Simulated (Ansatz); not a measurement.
# Y on W(110): change of the work function, part 3 of 4

How does Y on the hollow site change the work function of W(110) as the layer fills?

Ansatz 0.2.0; plane-wave DFT, PBE, Ansatz PAW.

So far, work function, upper face (eV): step 2 (the clean slab) 4.84; step 3 (17 atoms, coverage 0.25 ML, cell 2x2) 2.28.

## (4) Adsorbate added, coverage 0.5 ML

System of this step: YW8 (Y/W(110)). The cell holds 18 atoms: 16 W and 2 Y. Cell: a = 5.473 Å, b = 5.473 Å, c = 28.068 Å, α = 90.0°, β = 90.0°, γ = 70.5°. Vacuum lies along c.

Another coverage, to see how the dipoles act on each other as their distance changes.

Input file input.yaml:

```yaml
crystal:
  lattice:
    - [4.468914857, -3.16, 0.0]
    - [4.468914857, 3.16, 0.0]
    - [0.0, 0.0, 28.0681967073]
  atoms:
    - { symbol: W, position: [0.0, 0.0, 0.3206476032] }
    - { symbol: W, position: [0.25, 0.25, 0.4002557609] }
    - { symbol: W, position: [0.0, 0.0, 0.4812134119] }
    - { symbol: W, position: [0.25, 0.25, 0.559314934] }
    - { symbol: W, position: [0.0, 0.5, 0.3206476032] }
    - { symbol: W, position: [0.25, 0.75, 0.4002557609] }
    - { symbol: W, position: [0.0, 0.5, 0.4812134119] }
    - { symbol: W, position: [0.25, 0.75, 0.559314934] }
    - { symbol: W, position: [0.5, 0.0, 0.3206476032] }
    - { symbol: W, position: [0.75, 0.25, 0.4002557609] }
    - { symbol: W, position: [0.5, 0.0, 0.4812134119] }
    - { symbol: W, position: [0.75, 0.25, 0.559314934] }
    - { symbol: W, position: [0.5, 0.5, 0.3206476032] }
    - { symbol: W, position: [0.75, 0.75, 0.4002557609] }
    - { symbol: W, position: [0.5, 0.5, 0.4812134119] }
    - { symbol: W, position: [0.75, 0.75, 0.559314934] }
    - { symbol: "Y", position: [0.42, 0.42, 0.6793523968] }
    - { symbol: "Y", position: [0.92, 0.92, 0.6793523968] }
kpoints:
  mp_grid: { grid: [6, 6, 1] }
hamiltonian:
  xc: pbe
scf:
  occupations: { method: fermi_dirac, width: 0.1 }
  convergence: { dr2_threshold: 1.0e-08 }
efield:
  axis: 3
  dipole_correction: true
  ramp_position: 0.97
  ramp_width: 0.06
relax:
  f_tol: 0.02
  max_steps: 60
  constraints: [{ sites: [0, 1, 4, 5, 8, 9, 12, 13] }]
output:
  bader: true
  dos: { projected: true, e_range: [-8, 4] }
  write_potential: true
  write_density: true
  volumetric_format: npy
```

Started as:

```sh
> ansatz run input.yaml --threads 4 --pin off --max-ram 6144MiB --backend cpu --events-out ev --progress --plain --runs-dir out
```

Numbers of over 12 decimals in the logs are rounded to 6 here.

Log:

```text
[...]
Crystal: 18 atoms, lattice volume = 792.745 Å³
Basis set: ecut = 420 eV, 15473 PW (Γ), exchange–correlation on 80×80×384 points (8 copies of the dense FFT grid, shifted against one another)
Bands: 148, of which v1, the nominal top of the filled ones, is band 123 counted from 1 (122 counted from 0)
Symmetry: 4 space group operations
[...]
k-points: 13 of 36 (time reversal used)
[...]
SCF iter   1: F=—  HF=-173842.643081 eV  |F-HF|=—  |Δ(HF+E_count)|=         —  Δρ=1.04e-2  dr2=2.33e1  ethr=1.77e-3  p=0.326 e·Å  D=7.44e-2 V/Å  ΔV_dip=-2.09 eV  dr2_dipole=1.67e1  V_vac-E_F(+/−)=3.15/5.24 eV  ⟨swp⟩=9.6  Hψ=9866  notcnv=0
[...]
SCF iter  11: F=-173842.154902 eV  HF=-173842.154902 eV  |F-HF|=1.52e-8  |Δ(HF+E_count)|=   4.32e-8  Δρ=7.16e-7  dr2=9.61e-9  ethr=4.07e-12  p=0.239 e·Å  D=5.44e-2 V/Å  ΔV_dip=-1.53 eV  dr2_dipole=1.93e-11  V_vac-E_F(+/−)=3.34/4.87 eV  ⟨swp⟩=9.7  Hψ=15409  notcnv=0
SCF 1 converged in 11 iterations: F = -173842.154902 eV  dr2 = 9.61e-9
[...]
relax step   1: F+E_penalty+E_count = -173842.15490177 eV  Δ(F+E_penalty+E_count) = +0.000e0 eV  max|allowed force component| = 1.450e0 eV/Å  Δτ_max = 0.0000 Å  (11 SCF iters, accepted)
[...]
SCF iter  12: F=-173842.947923 eV  HF=-173842.947923 eV  |F-HF|=8.15e-10  |Δ(HF+E_count)|=   5.50e-9  Δρ=3.37e-7  dr2=2.31e-9  ethr=4.07e-12  p=0.237 e·Å  D=5.41e-2 V/Å  ΔV_dip=-1.52 eV  dr2_dipole=2.48e-10  V_vac-E_F(+/−)=3.35/4.87 eV  ⟨swp⟩=11.8  Hψ=14094  notcnv=0
SCF 2 converged in 12 iterations: F = -173842.947923 eV  dr2 = 2.31e-9
[...]
relax step   2: F+E_penalty+E_count = -173842.94792261 eV  Δ(F+E_penalty+E_count) = -7.930e-1 eV  max|allowed force component| = 1.489e0 eV/Å  Δτ_max = 0.1949 Å  (12 SCF iters, accepted)
[...]
SCF iter  12: F=-173843.547166 eV  HF=-173843.547166 eV  |F-HF|=3.67e-9  |Δ(HF+E_count)|=   1.79e-8  Δρ=3.22e-7  dr2=1.55e-9  ethr=4.07e-12  p=0.240 e·Å  D=5.48e-2 V/Å  ΔV_dip=-1.54 eV  dr2_dipole=7.67e-11  V_vac-E_F(+/−)=3.34/4.87 eV  ⟨swp⟩=11.6  Hψ=13900  notcnv=0
SCF 3 converged in 12 iterations: F = -173843.547166 eV  dr2 = 1.55e-9
relax step   3: F+E_penalty+E_count = -173843.54716563 eV  Δ(F+E_penalty+E_count) = -5.992e-1 eV  max|allowed force component| = 1.277e0 eV/Å  Δτ_max = 0.1904 Å  (12 SCF iters, accepted)
[...]
relax step   4: F+E_penalty+E_count = -173843.98246225 eV  Δ(F+E_penalty+E_count) = -4.353e-1 eV  max|allowed force component| = 8.102e-1 eV/Å  Δτ_max = 0.1950 Å  (12 SCF iters, accepted)
[...]
relax step   5: F+E_penalty+E_count = -173844.19403711 eV  Δ(F+E_penalty+E_count) = -2.116e-1 eV  max|allowed force component| = 6.538e-1 eV/Å  Δτ_max = 0.2000 Å  (11 SCF iters, accepted)
[...]
relax step   6: F+E_penalty+E_count = -173844.37206692 eV  Δ(F+E_penalty+E_count) = -1.780e-1 eV  max|allowed force component| = 5.282e-1 eV/Å  Δτ_max = 0.1947 Å  (11 SCF iters, accepted)
[...]
relax step   7: F+E_penalty+E_count = -173844.47631017 eV  Δ(F+E_penalty+E_count) = -1.042e-1 eV  max|allowed force component| = 1.132e-1 eV/Å  Δτ_max = 0.1912 Å  (11 SCF iters, accepted)
[...]
relax step   8: F+E_penalty+E_count = -173844.50615916 eV  Δ(F+E_penalty+E_count) = -2.985e-2 eV  max|allowed force component| = 1.538e-2 eV/Å  Δτ_max = 0.1739 Å  (11 SCF iters, accepted)
SCF iter   1: F=—  HF=-173844.506302 eV  |F-HF|=—  |Δ(HF+E_count)|=         —  Δρ=7.02e-4  dr2=3.87e-3  ethr=2.03e-5  p=0.295 e·Å  D=6.74e-2 V/Å  ΔV_dip=-1.89 eV  dr2_dipole=3.89e-4  V_vac-E_F(+/−)=3.00/4.89 eV  ⟨swp⟩=3.4  Hψ=3560  notcnv=0
[...]
SCF iter   8: F=-173844.506687 eV  HF=-173844.506687 eV  |F-HF|=9.02e-10  |Δ(HF+E_count)|=   6.82e-8  Δρ=6.71e-7  dr2=7.62e-9  ethr=4.07e-12  p=0.295 e·Å  D=6.74e-2 V/Å  ΔV_dip=-1.89 eV  dr2_dipole=3.78e-10  V_vac-E_F(+/−)=3.00/4.89 eV  ⟨swp⟩=10.0  Hψ=16246  notcnv=0
SCF 9 converged in 8 iterations: F = -173844.506687 eV  dr2 = 7.62e-9
relax step   9: F+E_penalty+E_count = -173844.50668687 eV  Δ(F+E_penalty+E_count) = -5.277e-4 eV  max|allowed force component| = 9.596e-3 eV/Å  Δτ_max = 0.0275 Å  (8 SCF iters, accepted)
[...]
SCF converged after 8 iterations
Free energy (F): -173844.506687 eV
[...]
Internal energy: -173844.049654 eV  (E = F + TS)
E sigma→0 (E₀):  -173844.278170 eV
Entropy (-TS):   -0.457033 eV (-25.391 meV/atom)
Fermi energy:    5.733518 eV
Dipole field:    D = 0.067347 V/Å  (p = 0.295045 e·Å, saw-weighted, corrected)
Work function:   Φ+ = 3.0008 eV   Φ− = 4.8911 eV
[...]
--- Forces (eV/Å), atoms counted from 1 ---
  atom   1  W     -0.00010025    -0.00000000     0.44916159
  atom   2  W      0.00327688     0.00000000    -0.15653064
  atom   3  W     -0.00476547     0.00000000    -0.00178716
  atom   4  W     -0.00280640     0.00000000    -0.00256012
  atom   5  W     -0.00009714    -0.00000000     0.26602697
  atom   6  W      0.00276485     0.00000000    -0.56053244
  atom   7  W     -0.00221866     0.00000000    -0.00013450
  atom   8  W      0.00379019    -0.00000000     0.00959603
  atom   9  W     -0.00009714    -0.00000000     0.26602697
  atom  10  W      0.00276485     0.00000000    -0.56053244
  atom  11  W     -0.00221866     0.00000000    -0.00013450
  atom  12  W      0.00379019    -0.00000000     0.00959603
  atom  13  W     -0.00010025    -0.00000000     0.44916159
  atom  14  W      0.00327688     0.00000000    -0.15653064
  atom  15  W     -0.00476547     0.00000000    -0.00178716
  atom  16  W     -0.00280640     0.00000000    -0.00256012
  atom  17  Y      0.00013679     0.00000000    -0.00323692
  atom  18  Y      0.00013679     0.00000000    -0.00323692
  max |Σ_I F_I| component: 3.84e-5 eV/Å
--- Band table (eV; the first three rows and the last of 13) ---
  k-point 0: bands = [... 119 lower, 5.8199, 6.1559, 6.2855, 6.5008, 6.5547, 6.6758, 6.7002, 6.7734, ... 21 higher]
  k-point 1: bands = [... 119 lower, 5.6548, 5.8584, 5.8961, 6.0594, 6.1763, 6.5667, 6.5964, 6.7810, ... 21 higher]
  k-point 2: bands = [... 119 lower, 5.1755, 5.2705, 5.6508, 5.7605, 5.9248, 5.9896, 6.1786, 6.2847, ... 21 higher]
  k-point 12: bands = [... 119 lower, 5.0585, 5.0930, 5.2313, 5.2472, 5.2884, 5.6056, 5.6265, 5.6334, ... 21 higher]
--- Relaxed structure (9 steps of the walk, 9 accepted, 0 SCFs on fresh bases) ---
  F+E_penalty+E_count = -173844.50668687 eV   max|allowed force component| = 9.596e-3 eV/Å
  atoms:
    - { symbol: W, position: [0.0, 0.0, 0.3206476032] }
    - { symbol: W, position: [0.25, 0.25, 0.400256] }
    - { symbol: W, position: [0.000109137, 0.000109137, 0.481008] }
    - { symbol: W, position: [0.250103, 0.250103, 0.562063] }
    - { symbol: W, position: [2.7755575615628914e-17, 0.5, 0.3206476032] }
    - { symbol: W, position: [0.25, 0.75, 0.400256] }
    - { symbol: W, position: [9.527102541853627e-5, 0.500095, 0.480802] }
    - { symbol: W, position: [0.250069, 0.750069, 0.559538] }
    - { symbol: W, position: [0.5, 2.7755575615628914e-17, 0.3206476032] }
    - { symbol: W, position: [0.75, 0.25, 0.400256] }
    - { symbol: W, position: [0.500095, 9.527102541853627e-5, 0.480802] }
    - { symbol: W, position: [0.750069, 0.250069, 0.559538] }
    - { symbol: W, position: [0.5, 0.5, 0.3206476032] }
    - { symbol: W, position: [0.75, 0.75, 0.400256] }
    - { symbol: W, position: [0.500109, 0.500109, 0.481008] }
    - { symbol: W, position: [0.750103, 0.750103, 0.562063] }
    - { symbol: Y, position: [0.500085, 0.500085, 0.646488] }
    - { symbol: Y, position: [1.000085, 1.000085, 0.646488] }
--- Bader charges: 18 sites ---
  site symbol  charge [e]  shift [e]
     0      W     -0.0536     0.0000
     1      W      0.0478     0.0000
     2      W      0.0278     0.0000
     3      W     -0.2947     0.0000
     4      W     -0.0605     0.0000
     5      W      0.0448     0.0000
     6      W      0.0311     0.0000
     7      W     -0.4842     0.0000
     8      W     -0.0605     0.0000
     9      W      0.0448     0.0000
    10      W      0.0310     0.0000
    11      W     -0.4842     0.0000
    12      W     -0.0536     0.0000
    13      W      0.0478     0.0000
    14      W      0.0278     0.0000
    15      W     -0.2947     0.0000
    16      Y      0.7416     0.0000
    17      Y      0.7416     0.0000
  estimated error of the sums over rays = 8.4e-4 e
```

Run time: 8.6 min. Hardware: 4 threads of Arm Neoverse V2, shared host; peak memory 3.2 GiB; 33 min of CPU time.

Relaxation path:

| step | energy less that of the first step (eV) | largest force component (eV/Å) |
| --- | --- | --- |
| 1 | 0.0000 | 1.4502 |
| 2 | -0.7930 | 1.4887 |
| 3 | -1.3923 | 1.2766 |
| 4 | -1.8276 | 0.8102 |
| 5 | -2.0391 | 0.6538 |
| 6 | -2.2172 | 0.5282 |
| 7 | -2.3214 | 0.1132 |
| 8 | -2.3513 | 0.0154 |
| 9 | -2.3518 | 0.0096 |

The run keeps the 4 symmetry operations that it works with, so distortions that break them were not tested.

The atoms that moved most (Å):

| atom | dx | dy | dz | length |
| --- | --- | --- | --- | --- |
| Y18 | 0.716 | 0.000 | -0.922 | 1.168 |
| Y17 | 0.716 | 0.000 | -0.922 | 1.168 |
| W16 | 0.001 | 0.000 | 0.077 | 0.077 |
| W4 | 0.001 | 0.000 | 0.077 | 0.077 |
| W7 | 0.001 | 0.000 | -0.012 | 0.012 |
| W11 | 0.001 | 0.000 | -0.012 | 0.012 |
| W8 | 0.001 | 0.000 | 0.006 | 0.006 |
| W12 | 0.001 | 0.000 | 0.006 | 0.006 |

The relaxed structure:

```cif
data_structure
_symmetry_space_group_name_H-M 'P 1'
_symmetry_Int_Tables_number 1
_cell_length_a 5.4733
_cell_length_b 5.4733
_cell_length_c 28.0682
_cell_angle_alpha 90.000
_cell_angle_beta 90.000
_cell_angle_gamma 70.529
_cell_volume 792.75
loop_
_atom_site_label
_atom_site_type_symbol
_atom_site_fract_x
_atom_site_fract_y
_atom_site_fract_z
_atom_site_occupancy
W1 W 0.00000 0.00000 0.32065 1
W2 W 0.25000 0.25000 0.40026 1
W3 W 0.00011 0.00011 0.48101 1
W4 W 0.25010 0.25010 0.56206 1
W5 W 0.00000 0.50000 0.32065 1
W6 W 0.25000 0.75000 0.40026 1
W7 W 0.00010 0.50010 0.48080 1
W8 W 0.25007 0.75007 0.55954 1
W9 W 0.50000 0.00000 0.32065 1
W10 W 0.75000 0.25000 0.40026 1
W11 W 0.50010 0.00010 0.48080 1
W12 W 0.75007 0.25007 0.55954 1
W13 W 0.50000 0.50000 0.32065 1
W14 W 0.75000 0.75000 0.40026 1
W15 W 0.50011 0.50011 0.48101 1
W16 W 0.75010 0.75010 0.56206 1
Y17 Y 0.50009 0.50009 0.64649 1
Y18 Y 0.00009 0.00009 0.64649 1
```

This step gave:

```
energy at zero smearing        : -173844.2782 eV
work function, upper face      : 3.001 eV
work function, lower face      : 4.891 eV
dipole along the normal        : 0.2950 e·Å
step between the vacuum levels : -1.890 eV
```

Running mean over 2.234 Å of the planar mean; the ramp of the sawtooth is left out. The electron's electrostatic potential energy less the Fermi level by z:

| z (Å) | electron's electrostatic potential energy less the Fermi level (eV) |
| --- | --- |
| 4 | 4.89 |
| 5 | 4.88 |
| 6 | 4.75 |
| 7 | 3.28 |
| 8 | -5.76 |
| 9 | -12.2 |
| 10 | -12.6 |
| 11 | -12.7 |
| 12 | -12.5 |
| 13 | -12.5 |
| 14 | -12.5 |
| 15 | -12.3 |
| 16 | -11.8 |
| 17 | -7.10 |
| 18 | -5.51 |
| 19 | -3.64 |
| 20 | 1.30 |
| 21 | 2.70 |
| 22 | 2.95 |
| 23 | 2.99 |
| 24 | 3.00 |

The density of states has structure finer than the step of the table below, so its rows give means over 0.25 eV, whole bins alone (the curve runs from -8 to 1.77 eV). Peaks (eV: height): -3.130: 34.8, -3.070: 36.0, -2.920: 36.6, -2.770: 40.2, -1.860: 26.2, -1.440: 26.8, 1.530: 28.2.

Density of states against energy, zero at the Fermi level; means over each step:

| energy (eV) | density of states (states/eV a cell) |
| --- | --- |
| -7.75 | 0.925 |
| -7.50 | 1.72 |
| -7.25 | 2.07 |
| -7.00 | 2.28 |
| -6.75 | 2.17 |
| -6.50 | 1.56 |
| -6.25 | 4.23 |
| -6.00 | 4.75 |
| -5.75 | 10.0 |
| -5.50 | 8.44 |
| -5.25 | 10.7 |
| -5.00 | 12.0 |
| -4.75 | 12.8 |
| -4.50 | 20.1 |
| -4.25 | 13.3 |
| -4.00 | 11.8 |
| -3.75 | 9.20 |
| -3.50 | 7.80 |
| -3.25 | 19.6 |
| -3.00 | 26.2 |
| -2.75 | 29.4 |
| -2.50 | 18.9 |
| -2.25 | 21.8 |
| -2.00 | 21.5 |
| -1.75 | 23.7 |
| -1.50 | 22.0 |
| -1.25 | 18.1 |
| -1.00 | 13.4 |
| -0.75 | 15.8 |
| -0.50 | 15.9 |
| -0.25 | 13.2 |
| 0.00 | 13.1 |
| 0.25 | 16.6 |
| 0.50 | 16.3 |
| 0.75 | 16.4 |
| 1.00 | 18.5 |
| 1.25 | 19.3 |
| 1.50 | 21.9 |

Projected DOS per atom over height of the atomic layer and energy from the Fermi level. Layers: W4 W4 W4 W4 Y2 from below.

Values in states/eV, 22 rows by 5 columns, each cell a mean:
```
1.03 1.29 1.09 0.98 1.67
1.11 0.90 0.84 0.84 1.55
1.00 0.61 0.62 0.77 1.70
0.99 0.44 0.47 0.70 1.85
0.75 0.44 0.50 0.76 1.55
1.17 0.46 0.52 0.81 1.30
1.12 0.45 0.58 1.04 0.83
1.75 0.92 1.03 1.42 0.58
1.40 1.16 1.19 1.47 0.66
1.28 1.02 1.05 1.46 0.48
1.40 1.69 1.64 1.65 0.80
0.66 1.23 1.14 0.80 0.12
0.58 0.63 0.61 0.62 0.07
0.78 0.91 0.89 0.75 0.08
0.81 1.20 1.10 0.83 0.10
0.50 0.96 0.93 0.48 0.07
0.40 0.83 0.79 0.39 0.05
0.27 0.43 0.41 0.26 0.04
0.10 0.18 0.17 0.10 0.01
0.11 0.17 0.16 0.12 0.02
0.09 0.16 0.15 0.09 0.01
0.03 0.09 0.09 0.03 0.00
```
Columns: height of the atomic layer (Å) from 9 to 18.1; rows upwards: energy from the Fermi level (eV) from -7.96 to 1.75.

The relaxation took 9 steps and lowered the energy by 2.4 eV; the largest force on the free atoms ends at 0.0096 eV/Å.

The covered face has 3.00 eV, -1.84 eV against the clean one; the bare back face has moved by -0.01 eV, a measure of how thin the slab is.

## (5) Work function against coverage

This step: plane-wave DFT, PBE, Ansatz PAW; work function against coverage (Ansatz 0.2.0).

The runs are now put side by side.

Numbers from this step:

- work function of the clean face: 4.845 eV
- largest change of the work function: -2.564 eV

The work function of the covered face by coverage:

| coverage (adsorbates/nm²) | work function of the covered face (eV) |
| --- | --- |
| 0.00 | 4.84 |
| 3.54 | 2.28 |
| 7.08 | 3.00 |

The dipole per adsorbate comes from the change of the cell's dipole. Coverage, by row:

| coverage (1/nm²) | coverage (ML) | work function (eV) | change (eV) | dipole per adsorbate, positive end outwards (debye) | mean height of the added atoms over the highest substrate atom (Å) |
| --- | --- | --- | --- | --- | --- |
| 3.541 | 0.25 | 2.28 | -2.564 | 1.912 | 2.3 |
| 7.081 | 0.5 | 3.001 | -1.844 | 0.688 | 2.37 |

## (6) The slab at 0.25 ML, atoms frozen

This step: plane-wave DFT, PBE, Ansatz PAW (Ansatz 0.2.0).

System of this step: YW16 (Y/W(110)). The cell holds 17 atoms: 16 W and 1 Y. Cell: a = 5.473 Å, b = 5.473 Å, c = 28.068 Å, α = 90.0°, β = 90.0°, γ = 70.5°. Vacuum lies along c.

To see where the charge goes, the covered slab, the bare substrate and the adsorbate layer are each run at the same frozen positions and on the same grid.

Input file input.yaml:

```yaml
crystal:
  lattice:
    - [4.468914857, -3.16, 0.0]
    - [4.468914857, 3.16, 0.0]
    - [0.0, 0.0, 28.0681967073]
  atoms:
    - { symbol: W, position: [0.0, 0.0, 0.3206476032] }
    - { symbol: W, position: [0.25, 0.25, 0.4002557609] }
    - { symbol: W, position: [-3.52434e-05, -3.52434e-05, 0.4808829893] }
    - { symbol: W, position: [0.2545811917, 0.2545811917, 0.5614636727] }
    - { symbol: W, position: [0.0, 0.5, 0.3206476032] }
    - { symbol: W, position: [0.25, 0.75, 0.4002557609] }
    - { symbol: W, position: [-2.86428e-05, 0.499983701, 0.4808498971] }
    - { symbol: W, position: [0.24437013, 0.7555502483, 0.559106315] }
    - { symbol: W, position: [0.5, 0.0, 0.3206476032] }
    - { symbol: W, position: [0.75, 0.25, 0.4002557609] }
    - { symbol: W, position: [0.499983701, -2.86428e-05, 0.4808498971] }
    - { symbol: W, position: [0.7555502483, 0.24437013, 0.559106315] }
    - { symbol: W, position: [0.5, 0.5, 0.3206476032] }
    - { symbol: W, position: [0.75, 0.75, 0.4002557609] }
    - { symbol: W, position: [0.4999814766, 0.4999814766, 0.4809293128] }
    - { symbol: W, position: [0.7453197208, 0.7453197208, 0.5614911854] }
    - { symbol: "Y", position: [0.4997470255, 0.4997470255, 0.6434370661] }
kpoints:
  mp_grid: { grid: [6, 6, 1] }
hamiltonian:
  xc: pbe
scf:
  occupations: { method: fermi_dirac, width: 0.1 }
  convergence: { dr2_threshold: 1.0e-08 }
efield:
  axis: 3
  dipole_correction: true
  ramp_position: 0.97
  ramp_width: 0.06
output:
  write_potential: true
  write_density: true
  volumetric_format: npy
```

Log:

```text
[...]
Crystal: 17 atoms, lattice volume = 792.745 Å³
Basis set: ecut = 420 eV, 15473 PW (Γ)
Bands: 141, of which v1, the nominal top of the filled ones, is band 118 counted from 1 (117 counted from 0)
Symmetry: 2 space group operations
[...]
k-points: 13 of 36 (time reversal used)
[...]
SCF iter   1: F=—  HF=-169995.596254 eV  |F-HF|=—  |Δ(HF+E_count)|=         —  Δρ=9.38e-3  dr2=1.54e1  ethr=1.77e-3  p=0.478 e·Å  D=1.09e-1 V/Å  ΔV_dip=-3.06 eV  dr2_dipole=7.17e0  V_vac-E_F(+/−)=2.16/5.22 eV  ⟨swp⟩=9.4  Hψ=9336  notcnv=0
[...]
SCF iter  11: F=-169995.233115 eV  HF=-169995.233115 eV  |F-HF|=7.57e-10  |Δ(HF+E_count)|=   6.11e-9  Δρ=3.86e-7  dr2=3.11e-9  ethr=4.26e-12  p=0.406 e·Å  D=9.28e-2 V/Å  ΔV_dip=-2.60 eV  dr2_dipole=1.45e-10  V_vac-E_F(+/−)=2.28/4.88 eV  ⟨swp⟩=8.8  Hψ=4929  notcnv=0
SCF 1 converged in 11 iterations: F = -169995.233115 eV  dr2 = 3.11e-9
[...]
SCF converged after 11 iterations
Free energy (F): -169995.233115 eV
[...]
Internal energy: -169994.816057 eV  (E = F + TS)
E sigma→0 (E₀):  -169995.024586 eV
Entropy (-TS):   -0.417058 eV (-24.533 meV/atom)
Fermi energy:    5.429178 eV
Dipole field:    D = 0.092759 V/Å  (p = 0.406376 e·Å, saw-weighted, corrected)
Work function:   Φ+ = 2.2809 eV   Φ− = 4.8845 eV
[...]
--- Band table (eV; the first three rows and the last of 13) ---
  k-point 0: bands = [... 114 lower, 5.6584, 5.7371, 6.1463, 6.2441, 6.2785, 6.3598, 6.4239, 6.7082, ... 19 higher]
  k-point 1: bands = [... 114 lower, 5.5004, 5.5665, 5.6722, 5.9610, 6.0617, 6.1477, 6.4689, 6.5653, ... 19 higher]
  k-point 2: bands = [... 114 lower, 4.8805, 5.0036, 5.3759, 5.4977, 5.6320, 5.8626, 6.0104, 6.2339, ... 19 higher]
  k-point 12: bands = [... 114 lower, 4.6972, 4.7227, 4.9246, 4.9592, 5.0042, 5.0116, 5.4556, 5.4625, ... 19 higher]
```

It took 65 s on 4 threads; peak memory 3 GiB.

The column dr2 measures how far the density is from self-consistency, as an energy; F and HF (Harris–Foulkes) agree once it is small.

Numbers from this step:

```yaml
energy_at_zero_smearing: -169995.0246 eV
work_function_upper_face: 2.281 eV
work_function_lower_face: 4.884 eV
dipole_along_the_normal: 0.4064 e·Å
step_between_the_vacuum_levels: -2.604 eV
```

The work function of the upper face is 2.28 eV.

(Part 3 of 4 ends here.)

[Logs are printed without paths, hosts, clocks, repeated set-up lines and the standing remarks that a program may print on its own settings, such as how far it seeks lower states.]

[Hosts, paths, dates, database ids (printed as entryN), source tags and the programs' standing remarks are cut or masked in the printed files.]

[Maps of the electrostatic potential energy from Ansatz leave out the sawtooth potential of an applied field or a dipole correction, so their vacuum need not be flat; planar profiles and work functions include it.]

[The density of states shown here was stored with 400 of the rows of the run's finer table, so its peaks can read low, often by over a quarter, or be missed, and its means over a window can be off by a tenth or more.]
